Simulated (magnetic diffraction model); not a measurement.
## Moment size from magnetic intensity in Tm2ZnSe4

Space group Fd-3m (no. 227, origin choice 1), a = 11.4340 Å.

| site | atom | x | y | z |
| --- | --- | --- | --- | --- |
| 16d | Tm | 1/8 | 5/8 | 1/8 |
| 32e | Se | 0.3758 | 0.8758 | 0.3758 |
| 8a | Zn | 1/2 | 0 | 1/2 |

This is a made-up structure (elements placed in a structure type, unrelaxed), so the numbers test the method and describe no known phase.

Only Tm is taken to order (form factors of Tm3+); orders and moment sizes are assumed, and not adapted to the symmetry. Radiation: neutrons of λ = 1.594 Å, 3° to 55°; isotropic B of 0.57 Å² (Tm), 0.74 Å² (Se) and 0.69 Å² (Zn). Simulated constant-wavelength pattern: nuclear and magnetic terms add, the magnetic one as |2.695 fm × Σ f S⊥ exp(2πi Q·r) exp(−B s²)|², summed over all Q at one angle with the factor 1/(sin²θ cos θ). For a modulated order the moment at position r is S exp(−2πi k·r) + c.c., with S = m/2 for a sine wave of amplitude m and S = m(u + iv)/2 for moments turning in a plane, u and v being orthogonal unit vectors in it; the phase factor of the sum at Q = H + k is then exp(2πi H·r). Free-ion form factors, Sears's scattering lengths of 1992, no absorption; a label names one of the reflections at its angle. The strongest nuclear line in the range is 100, and lines under 0.2 are left out.

In a first state the assumed order is k = (0 0 1/6), moments turning in the plane of [100] and [010], 4.1 μB on Tm; signs + at (1/8, 5/8, 1/8), + at (3/8, 7/8, 1/8), + at (3/8, 5/8, 3/8), − at (1/8, 7/8, 3/8), with this pattern:

| 2θ (°) | index | nuclear | magnetic |
| --- | --- | --- | --- |
| 13.14 | (-1 1 5/6) | 0.0 | 11.0 |
| 13.87 | (1 1 1) | 2.1 | 0.0 |
| 14.68 | (0 0 11/6) | 0.0 | 13.2 |
| 16.08 | (2 0 1/6) | 0.0 | 5.8 |
| 17.37 | (0 0 13/6) | 0.0 | 2.4 |
| 21.80 | (2 0 11/6) | 0.0 | 4.4 |
| 22.74 | (2 2 0) | 4.8 | 0.0 |
| 22.78 | (2 2 1/6) | 0.0 | 2.7 |
| 23.72 | (2 0 13/6) | 0.0 | 3.9 |
| 25.50 | (1 -1 17/6) | 0.0 | 3.8 |
| 26.35 | (3 1 5/6) | 0.0 | 4.2 |
| 26.73 | (3 1 1) | 27.2 | 0.0 |
| 27.18 | (3 1 7/6) | 0.0 | 6.5 |
| 27.95 | (2 2 2) | 20.7 | 0.0 |
| 27.98 | (1 -1 19/6) | 0.0 | 3.2 |
| 28.76 | (2 2 13/6) | 0.0 | 2.2 |
(The table stops after 16 lines; 42 more lie at higher angle.)

**Question.** Nearer the ordering temperature the line at 14.68° has total intensity 9.5 on the same scale, and all moments have shrunk alike. How large is the Tm moment?

The nuclear part, 0.0, stays, so the magnetic part is 9.5 against 13.2. It goes as m², so m = 4.1 × √(9.5/13.2) = 3.48 μB; the value used was 3.48 μB.
